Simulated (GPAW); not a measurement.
## Local fields, kernels and plasmons in CsCu2I3 (Cmcm)

Aim: ε(ω) and the loss function of CsCu2I3 (Cmcm), with and without local fields, at several momentum transfers.

Calculated with GPAW 26.7.0; LDA and many-body steps on it, plane waves.

The database entry behind the starting cell differs from other determinations, so it need not match the best structure at room temperature.

## 1. The system as given

The structure is orthorhombic, space group Cmcm (No. 63). Conventional cell: a = 10.548 Å, b = 13.172 Å, c = 6.097 Å, α = 90.00°, β = 90.00°, γ = 90.00°. Cs has 10 I at 3.88 to 4.47 Å nearest. Cu has 4 I at 2.60 to 2.70 Å nearest. Nearest to I lie 4 Cu at 2.70 Å and 2 Cs at 4.09 Å. Nearest to I lie 2 Cu at 2.60 Å and 4 Cs at 3.88 to 4.47 Å. Farther neighbours, and contacts between anions beyond the nearest, are not listed.

As a file:

```xyz
12
Lattice="5.2739 -6.5862 0.0000 5.2739 6.5862 0.0000 0.0000 0.0000 6.0972" Properties=species:S:1:pos:R:3 pbc="T T T"
Cs    5.2739    2.2683    1.5243
Cs    5.2739   -2.2683    4.5729
Cu    8.9763    0.0000    0.0000
Cu    1.5716    0.0000    3.0486
Cu    1.5716    0.0000    0.0000
Cu    8.9763    0.0000    3.0486
I     5.2739   -5.0003    1.5243
I     5.2739    5.0003    4.5729
I     7.5628   -1.5675    1.5243
I     2.9851    1.5675    4.5729
I     7.5628    1.5675    4.5729
I     2.9851   -1.5675    1.5243
```

The cell and positions come from the Crystallography Open Database and are kept as given unless a step says otherwise.

## 2. Empty states on the mesh, 4×4×4 mesh, 563 bands

This step: GPAW 26.7.0; DFT, LDA, plane waves, PAW.

The sums over transitions need many empty states on a uniform mesh; this step solves for them.

Contents of run.py:

```python
import json
import numpy as np
from gpaw.mpi import world
from gpaw import GPAW

calc = GPAW('gs.gpw').fixed_density(kpts={'size': (4, 4, 4), 'gamma': True},
    nbands=656,
    convergence={'bands': 563},
    txt='nscf.txt')
calc.write('full.gpw', mode='all')
res = {}
kpts = calc.get_ibz_k_points()
res['kpts'] = kpts
res['eigenvalues'] = [calc.get_eigenvalues(kpt=k) for k in range(len(kpts))]
res['n_electrons'] = calc.get_number_of_electrons()

if world.rank == 0:
    with open('result.json', 'w') as f:
        json.dump(res, f, default=lambda x: x.tolist())
```

On the command line:

```
$ mpirun -n 8 gpaw python run.py
```

Output:

```text
Diagonalizing LCAO Hamiltonian
Converting LCAO to pw mode
convergence criteria:
- Maximum integral of absolute [eigenst]ate change: 4e-08 eV^2 / valence electron
maximum number of iterations: 100

SCF iterations
|iter     |     time |      energy | eigst |  dens |
|iter:   1|  |             | +4.41 |       |
|iter:   2|  |             | +3.20 |       |
|iter:   3|  |             | +2.14 |       |
[...]
|iter:  18|  |             | -7.17 |       |
|iter:  19|  |             | -7.38 |       |
|iter:  20|  |             | -7.58c|       |
SCF steps: 20
  __  _  _
 | _ |_)|_||  |
 |__||  | ||/\| - 26.7.0

Input parameters:
  mode=PW(ecut=600.0),
  convergence={'bands': 563},
  gpts=array([48, 48, 35]),
  kpts=MonkhorstPack(size=(4, 4, 4), gamma=True),
  maxiter=100,
  nbands=656,
  occupations=Occupations(name='fermi-dirac', width=0.001, fixmagmom=False),
  parallel={},
  xc=XC(name='LDA')
# Writing to full.gpw (mode='all')
  [... matrices ...]

timing:  # [seconds]
  Total: 2.531  # ━━━━━━━━━━━━━━━━━━━━━━━━━━━━━━━━━━━━━━━━━━━━━━━━━━━━━━━━━━━
```

Elapsed: 13 min, on 8 MPI ranks of AMD EPYC 9R45, shared host; peak memory 9.8 GiB; 1.7 h of CPU time.

This step gave:

* gap: 1.781 eV
* k of the valence top: 0, 0, 0
* k of the conduction bottom: 0, 0, 0
* least direct gap: 1.781 eV
* k points computed: 24
* lowest point of the top converged band, above the valence top: 59.8887 eV

On this mesh the gap is 1.781 eV.

## 3. RPA response

The response function is computed on a frequency grid, with local fields up to the given cutoff.

This step: linear response, RPA, on LDA, plane waves, PAW.

Contents of run.py:

```python
import json
import numpy as np
from gpaw.mpi import world
from gpaw.response.df import DielectricFunction

df = DielectricFunction('full.gpw',
    ecut=50,
    nbands=563,
    eta=0.2,
    frequencies={'type': 'nonlinear', 'domega0': 0.05, 'omega2': 10.0},
    intraband=False,
    txt='df.txt')
res = {'optical': {}, 'eels': []}
for d in 'xyz':
    y0, y = df.get_dielectric_function(direction=d, xc='RPA', filename=None)
    res['optical'][d] = [y0.real, y0.imag, y.real, y.imag]
res['w'] = df.get_frequencies()
for q_c in [[0.25, 0, 0], [0.5, 0, 0], [0.75, 0, 0], [1.25, 0, 0]]:
    res['eels'].append(df.get_eels_spectrum(q_c=q_c, xc='RPA', filename=None))

if world.rank == 0:
    with open('result.json', 'w') as f:
        json.dump(res, f, default=lambda x: x.tolist())
```

On the command line:

```
$ mpirun -n 8 gpaw python run.py
```

Output:

```text
Using integrator: PointIntegrator
NonLinearFrequencyDescriptor(from 0.000 to 82.956 eV, 375 points)
Nonperiodic BCs:  [False False False]
Using integrator: PointIntegrator
NonLinearFrequencyDescriptor(from 0.000 to 82.956 eV, 375 points)
Nonperiodic BCs:  [False False False]

Calculating chi0 body with:
    Ground state adapter containing:
    Number of spins: 1
    Number of kpoints: 64
    Number of irreducible kpoints: 24
    Number of completely occupied states: 52
    Number of partially occupied states: 52
    Occupied states memory: 63.984375 M / cpu

    Linear response parametrization:
    q_c: [0.0, 0.0, 0.0]
    Number of frequency points: 375
    Planewave cutoff: 50.0
    Number of bands: 563
    Number of planewaves: 331
    Broadening (eta): 0.2
    comm.size: 8
    kncomm.size: 8
    blockcomm.size: 1

    Memory estimate of potentially large arrays:
        chi0_wGG: 626.913071 M / cpu
Integrating chi0 body.

Symmetries of q_c:
    Direct symmetries (Uq -> q): 4
    Indirect symmetries (TUq -> q): 0
In total 4 allowed symmetries.

  [... matrices ...]
24 groups of equivalent kpoints. 62.5% reduction.

Integral kind: spectral function

Calculating chi0 optical extensions with:
    Ground state adapter containing:
    Number of spins: 1
    Number of kpoints: 64
    Number of irreducible kpoints: 24
    Number of completely occupied states: 52
    Number of partially occupied states: 52
    Occupied states memory: 63.984375 M / cpu

    Linear response parametrization:
    Number of frequency points: 375
    Planewave cutoff: 50.0
    Number of bands: 563
    Number of planewaves: 331
    Broadening (eta): 0.2
Integrating chi0 head and wings.

Symmetries of q_c:
    Direct symmetries (Uq -> q): 4
    Indirect symmetries (TUq -> q): 0
In total 4 allowed symmetries.

  [... matrices ...]
24 groups of equivalent kpoints. 62.5% reduction.

Integral kind: spectral function wings

Calculating chi0 body with:
    Ground state adapter containing:
    Number of spins: 1
    Number of kpoints: 64
    Number of irreducible kpoints: 24
    Number of completely occupied states: 52
    Number of partially occupied states: 52
    Occupied states memory: 63.984375 M / cpu

    Linear response parametrization:
    q_c: [0.25, 0.0, 0.0]
    Number of frequency points: 375
    Planewave cutoff: 50.0
    Number of bands: 563
    Number of planewaves: 336
    Broadening (eta): 0.2
    comm.size: 8
    kncomm.size: 8
    blockcomm.size: 1

    Memory estimate of potentially large arrays:
        chi0_wGG: 645.99609375 M / cpu
Integrating chi0 body.

Symmetries of q_c:
    Direct symmetries (Uq -> q): 1
    Indirect symmetries (TUq -> q): 0
In total 1 allowed symmetries.

  [... matrices ...]
64 groups of equivalent kpoints. 0.0% reduction.

Integral kind: spectral function

[... 3 further calls ...]
```

Wall time 7.1 min (8 MPI ranks); peak memory 21 GiB; 55 min of CPU time.

This step gave:

```
ε at zero frequency           : 4.313
the same without local fields : 5.156
```

The static value is 4.31.

The ε₂ has structure finer than the step of the table below, so its rows give means over 2 eV. Peaks (eV: height): xx, no local fields 6.2: 7.76; xx, local fields 6.4: 5.16; yy, no local fields 6.2: 7.77; yy, local fields 6.8: 4.70; zz, no local fields 6.4: 8.74.

RPA, broadening 0.2 eV. The ε₂ by photon energy; means over each step:

```tsv
photon energy (eV)	xx, no local fields	xx, local fields	yy, no local fields	yy, local fields	zz, no local fields	zz, local fields
2	0.702	0.596	0.744	0.596	0.518	0.453
4	3.27	2.52	3.15	2.26	3.46	2.94
6	6.27	4.13	6.30	3.71	6.89	4.95
8	3.85	3.29	3.68	3.38	3.79	3.43
10	1.86	2.01	1.92	2.05	1.82	1.90
12	1.56	1.34	1.67	1.42	1.40	1.16
14	1.57	0.967	1.60	0.989	1.54	0.903
16	0.854	0.844	0.816	0.860	0.854	0.875
18	0.491	0.602	0.464	0.573	0.463	0.592
20	0.344	0.449	0.380	0.438	0.327	0.414
22	0.247	0.369	0.259	0.423	0.240	0.344
24	0.194	0.317	0.186	0.346	0.191	0.291
26	0.145	0.280	0.136	0.282	0.146	0.263
28	0.106	0.223	0.107	0.217	0.109	0.210
30	0.0864	0.178	0.0843	0.175	0.0873	0.174
32	0.0694	0.143	0.0693	0.145	0.0711	0.145
34	0.0586	0.112	0.0558	0.105	0.0540	0.104
36	0.0463	0.0832	0.0479	0.0848	0.0464	0.0794
38	0.0419	0.0674	0.0409	0.0674	0.0415	0.0651
```

Optical limit, local fields. The loss function by energy loss; read off at these points:

```tsv
energy loss (eV)	xx	yy	zz
0.0	0	0	0
1.0	0.00372	0.00350	0.00295
2.0	0.0167	0.0215	0.0151
3.0	0.0512	0.0615	0.0348
4.0	0.104	0.114	0.0874
5.0	0.119	0.105	0.119
6.0	0.129	0.123	0.119
7.0	0.205	0.195	0.173
8.0	0.320	0.307	0.323
9.0	0.378	0.400	0.380
10.0	0.495	0.472	0.548
11.0	0.639	0.588	0.693
12.0	0.719	0.660	0.901
13.0	0.869	0.869	0.954
14.0	0.931	0.888	0.959
15.0	0.906	0.890	0.855
16.0	0.999	1.02	0.968
17.0	1.10	1.16	1.12
18.0	1.22	1.26	1.37
18.4	1.23	1.24	1.33
19.0	1.14	1.09	1.27
20.0	0.988	0.913	1.06
21.0	0.947	0.806	0.962
22.0	0.864	0.866	0.811
23.0	0.746	0.814	0.750
24.0	0.658	0.745	0.644
25.0	0.635	0.684	0.584
26.0	0.590	0.630	0.580
27.0	0.556	0.550	0.498
28.0	0.500	0.500	0.464
29.0	0.400	0.407	0.379
30.0	0.363	0.361	0.355
31.0	0.332	0.329	0.318
32.0	0.277	0.290	0.278
33.0	0.248	0.240	0.255
34.0	0.209	0.191	0.190
35.0	0.179	0.175	0.158
36.0	0.144	0.149	0.138
37.0	0.122	0.124	0.118
38.0	0.109	0.108	0.106
39.0	0.0992	0.0992	0.0940
```

RPA, local fields; q along the first reciprocal vector. -Im 1/eps(q) against energy loss; read off at these points:

```tsv
energy loss (eV)	q = 0.191 1/A	q = 0.382 1/A	q = 0.572 1/A	q = 0.954 1/A
0.0	0	0	0	0
2.0	0.0112	0.00652	0.00509	0.00399
4.0	0.0961	0.0805	0.0702	0.0658
6.0	0.118	0.114	0.107	0.0879
8.0	0.291	0.264	0.242	0.190
10.0	0.468	0.433	0.390	0.300
12.0	0.670	0.624	0.548	0.427
14.0	0.882	0.820	0.710	0.470
16.0	0.963	0.888	0.791	0.553
18.0	1.22	1.18	1.09	0.801
18.4	1.23	1.20	1.11	0.819
20.0	0.988	1.000	1.01	0.911
21.6	0.920	0.949	0.979	0.942
22.0	0.906	0.938	0.967	0.936
24.0	0.726	0.753	0.787	0.831
26.0	0.623	0.628	0.635	0.672
28.0	0.493	0.486	0.492	0.548
30.0	0.353	0.349	0.350	0.383
32.0	0.273	0.270	0.271	0.303
34.0	0.198	0.200	0.205	0.228
36.0	0.146	0.154	0.165	0.190
38.0	0.115	0.123	0.133	0.153
```

## 4. ALDA response

This step: linear response, ALDA, on LDA, plane waves, PAW.

Changes to run.py since step 3:

```diff
@@ -14,7 +14,7 @@
 for d in 'xyz':
-    y0, y = df.get_dielectric_function(direction=d, xc='RPA', filename=None)
+    y0, y = df.get_dielectric_function(direction=d, xc='ALDA', filename=None)
     res['optical'][d] = [y0.real, y0.imag, y.real, y.imag]
 res['w'] = df.get_frequencies()
-for q_c in [[0.25, 0, 0], [0.5, 0, 0], [0.75, 0, 0], [1.25, 0, 0]]:
-    res['eels'].append(df.get_eels_spectrum(q_c=q_c, xc='RPA', filename=None))
+for q_c in [[0.75, 0, 0]]:
+    res['eels'].append(df.get_eels_spectrum(q_c=q_c, xc='ALDA', filename=None))
```

On the command line:

```
$ mpirun -n 8 gpaw python run.py
```

Output:

```text
Using integrator: PointIntegrator
NonLinearFrequencyDescriptor(from 0.000 to 82.956 eV, 375 points)
Nonperiodic BCs:  [False False False]
Using integrator: PointIntegrator
NonLinearFrequencyDescriptor(from 0.000 to 82.956 eV, 375 points)
Nonperiodic BCs:  [False False False]

Calculating chi0 body with:
    Ground state adapter containing:
    Number of spins: 1
    Number of kpoints: 64
    Number of irreducible kpoints: 24
    Number of completely occupied states: 52
    Number of partially occupied states: 52
    Occupied states memory: 63.984375 M / cpu

    Linear response parametrization:
    q_c: [0.0, 0.0, 0.0]
    Number of frequency points: 375
    Planewave cutoff: 50.0
    Number of bands: 563
    Number of planewaves: 331
    Broadening (eta): 0.2
    comm.size: 8
    kncomm.size: 8
    blockcomm.size: 1

    Memory estimate of potentially large arrays:
        chi0_wGG: 626.913071 M / cpu
Integrating chi0 body.

Symmetries of q_c:
    Direct symmetries (Uq -> q): 4
    Indirect symmetries (TUq -> q): 0
In total 4 allowed symmetries.

  [... matrices ...]
24 groups of equivalent kpoints. 62.5% reduction.

Integral kind: spectral function

Calculating chi0 optical extensions with:
    Ground state adapter containing:
    Number of spins: 1
    Number of kpoints: 64
    Number of irreducible kpoints: 24
    Number of completely occupied states: 52
    Number of partially occupied states: 52
    Occupied states memory: 63.984375 M / cpu

    Linear response parametrization:
    Number of frequency points: 375
    Planewave cutoff: 50.0
    Number of bands: 563
    Number of planewaves: 331
    Broadening (eta): 0.2
Integrating chi0 head and wings.

Symmetries of q_c:
    Direct symmetries (Uq -> q): 4
    Indirect symmetries (TUq -> q): 0
[...]
In total: 1.000000 of the surface norm square is covered on average
      In total: 1.000000 of the surface norm square could be covered on average

[...]
(4,-2)  0.00000000  0.00000000  yes
      (4,-1)  0.00000015  0.00000000  yes
[...]
[... further lines of this kind ...]
[...]
Calculating ALDA kernel
Calculating f(G)
    Calculating PAW corrections

[...]
Calculating ALDA kernel
Calculating f(G)
    Calculating PAW corrections

[...]
[... matrices ...]

Calculating chi0 body with:
    Ground state adapter containing:
    Number of spins: 1
    Number of kpoints: 64
    Number of irreducible kpoints: 24
    Number of completely occupied states: 52
    Number of partially occupied states: 52
    Occupied states memory: 63.984375 M / cpu

    Linear response parametrization:
    q_c: [0.75, 0.0, 0.0]
    Number of frequency points: 375
    Planewave cutoff: 50.0
    Number of bands: 563
    Number of planewaves: 336
    Broadening (eta): 0.2
    comm.size: 8
    kncomm.size: 8
    blockcomm.size: 1

    Memory estimate of potentially large arrays:
        chi0_wGG: 645.99609375 M / cpu
Integrating chi0 body.

Symmetries of q_c:
    Direct symmetries (Uq -> q): 1
    Indirect symmetries (TUq -> q): 0
In total 1 allowed symmetries.

  [... matrices ...]
64 groups of equivalent kpoints. 0.0% reduction.

Integral kind: spectral function

Calculating ALDA kernel
Calculating f(G)
    Calculating PAW corrections

[...]
RSHE of atom 2
      (l,m)   max weight  avg weight  included
      In total: 1.000000 of the surface norm square is covered on average
      In total: 1.000000 of the surface norm square could be covered on average

    RSHE of atom 3
      (l,m)   max weight  avg weight  included
      In total: 1.000000 of the surface norm square is covered on average
      In total: 1.000000 of the surface norm square could be covered on average

[... further lines of this kind ...]
[... further lines of this kind ...]
[... further lines of this kind ...]
[... further lines of this kind ...]
```

Wall time 3.5 min (8 MPI ranks); peak memory 21 GiB; 27 min of CPU time.

Read from the output:

- ε at zero frequency: 4.572
- the same without local fields: 5.156

The static value is 4.57.

## 5. RPA response, local-field cutoff (4×4×4 mesh, 563 bands, screening to 15 eV, broadening 0.2 eV)

This step: linear response, RPA, on LDA, plane waves, PAW.

Changes to run.py since step 4:

```diff
@@ -6,3 +6,3 @@
 df = DielectricFunction('full.gpw',
-    ecut=50,
+    ecut=15,
     nbands=563,
@@ -14,3 +14,3 @@
 for d in 'xyz':
-    y0, y = df.get_dielectric_function(direction=d, xc='ALDA', filename=None)
+    y0, y = df.get_dielectric_function(direction=d, xc='RPA', filename=None)
     res['optical'][d] = [y0.real, y0.imag, y.real, y.imag]
@@ -18,3 +18,3 @@
 for q_c in [[0.75, 0, 0]]:
-    res['eels'].append(df.get_eels_spectrum(q_c=q_c, xc='ALDA', filename=None))
+    res['eels'].append(df.get_eels_spectrum(q_c=q_c, xc='RPA', filename=None))
```

On the command line:

```
$ mpirun -n 8 gpaw python run.py
```

Output:

```text
Using integrator: PointIntegrator
NonLinearFrequencyDescriptor(from 0.000 to 82.956 eV, 375 points)
Nonperiodic BCs:  [False False False]
Using integrator: PointIntegrator
NonLinearFrequencyDescriptor(from 0.000 to 82.956 eV, 375 points)
Nonperiodic BCs:  [False False False]

Calculating chi0 body with:
    Ground state adapter containing:
    Number of spins: 1
    Number of kpoints: 64
    Number of irreducible kpoints: 24
    Number of completely occupied states: 52
    Number of partially occupied states: 52
    Occupied states memory: 63.984375 M / cpu

    Linear response parametrization:
    q_c: [0.0, 0.0, 0.0]
    Number of frequency points: 375
    Planewave cutoff: 15.0
    Number of bands: 563
    Number of planewaves: 57
    Broadening (eta): 0.2
    comm.size: 8
    kncomm.size: 8
    blockcomm.size: 1

    Memory estimate of potentially large arrays:
        chi0_wGG: 18.590927 M / cpu
Integrating chi0 body.

Symmetries of q_c:
    Direct symmetries (Uq -> q): 4
    Indirect symmetries (TUq -> q): 0
In total 4 allowed symmetries.

  [... matrices ...]
24 groups of equivalent kpoints. 62.5% reduction.

Integral kind: spectral function

Calculating chi0 optical extensions with:
    Ground state adapter containing:
    Number of spins: 1
    Number of kpoints: 64
    Number of irreducible kpoints: 24
    Number of completely occupied states: 52
    Number of partially occupied states: 52
    Occupied states memory: 63.984375 M / cpu

    Linear response parametrization:
    Number of frequency points: 375
    Planewave cutoff: 15.0
    Number of bands: 563
    Number of planewaves: 57
    Broadening (eta): 0.2
Integrating chi0 head and wings.

Symmetries of q_c:
    Direct symmetries (Uq -> q): 4
    Indirect symmetries (TUq -> q): 0
In total 4 allowed symmetries.

  [... matrices ...]
24 groups of equivalent kpoints. 62.5% reduction.

Integral kind: spectral function wings

Calculating chi0 body with:
    Ground state adapter containing:
    Number of spins: 1
    Number of kpoints: 64
    Number of irreducible kpoints: 24
    Number of completely occupied states: 52
    Number of partially occupied states: 52
    Occupied states memory: 63.984375 M / cpu

    Linear response parametrization:
    q_c: [0.75, 0.0, 0.0]
    Number of frequency points: 375
    Planewave cutoff: 15.0
    Number of bands: 563
    Number of planewaves: 53
    Broadening (eta): 0.2
    comm.size: 8
    kncomm.size: 8
    blockcomm.size: 1

    Memory estimate of potentially large arrays:
        chi0_wGG: 16.073227 M / cpu
Integrating chi0 body.

Symmetries of q_c:
    Direct symmetries (Uq -> q): 1
    Indirect symmetries (TUq -> q): 0
In total 1 allowed symmetries.

  [... matrices ...]
64 groups of equivalent kpoints. 0.0% reduction.

Integral kind: spectral function
```

Wall time 2.7 min (8 MPI ranks); peak memory 11 GiB; 21 min of CPU time.

Numbers from this step:

```
ε at zero frequency           : 4.421
the same without local fields : 5.156
```

The static value is 4.42.

(Continued in part 2 of 2.)

[Long decimals in the printed logs are rounded to 6 places.]

[Logs are printed without paths, hosts, clocks, repeated set-up lines and the standing remarks that a program may print on its own settings, such as how far it seeks lower states.]

[Paths, hosts, dates, memory and timing lines, banners, echoed tables and standing remarks are left out of the program output; an Ansatz launch command may be rebuilt from the run's recorded settings. Measured values are a selection of at most five: reports struck by readers or far from the other reports are left out. None is set beside runs whose start may be inverted or whose files or cutoffs have a known fault.]

[Runs of the session that timed out or met a known fault of the program may be left out.]

[Hosts, paths, dates, database ids (printed as entryN), source tags and the programs' standing remarks are cut or masked in the printed files.]

[Where the starting crystal was built by hand or by swapping elements, it need not be the compound's stable phase.]
